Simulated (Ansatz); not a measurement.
Rows from a G0W0 calculation on Diamond (Fd-3m, 2 atoms a cell) (Ansatz 0.2.0; G0W0 on PBE, plane waves, PAW; PAW set soft_1; 8×8×8 mesh, 12 empty bands, screening to 60 eV, PAW set soft_1 files), in eV. Spin-orbit coupling is left out.

| row | Σx | Σc | Vxc | Z |
| --- | --- | --- | --- | --- |
| A | -8.17 | -4.72 | -14.15 | 0.85 |
| B | -10.26 | -4.24 | -16.39 | 0.84 |
| C | -9.61 | -4.18 | -15.09 | 0.85 |
| D | -21.05 | 4.26 | -16.56 | 0.81 |
| E | -20.09 | 2.70 | -17.77 | 0.84 |

Q: Which rows are filled states and which are empty ones, and how can one tell?

Filled: D and E. Empty: A, B and C. The sign of Σc tells: for a filled state bare exchange, which holds its interaction with itself, lies below Vxc (Σx − Vxc is -2.3 eV or lower here) and screening gives part back as a positive Σc. For an empty state Σx lies above Vxc (+5.5 eV or more) and the Coulomb hole leaves Σc negative.

[Runs of the session that timed out or met a known fault of the program may be left out.]

[Cells called generated may have been cut or substituted from an entry of the Crystallography Open Database or the Materials Project.]

[Hosts, paths, dates, database ids (printed as entryN), source tags and the programs' standing remarks are cut or masked in the printed files.]
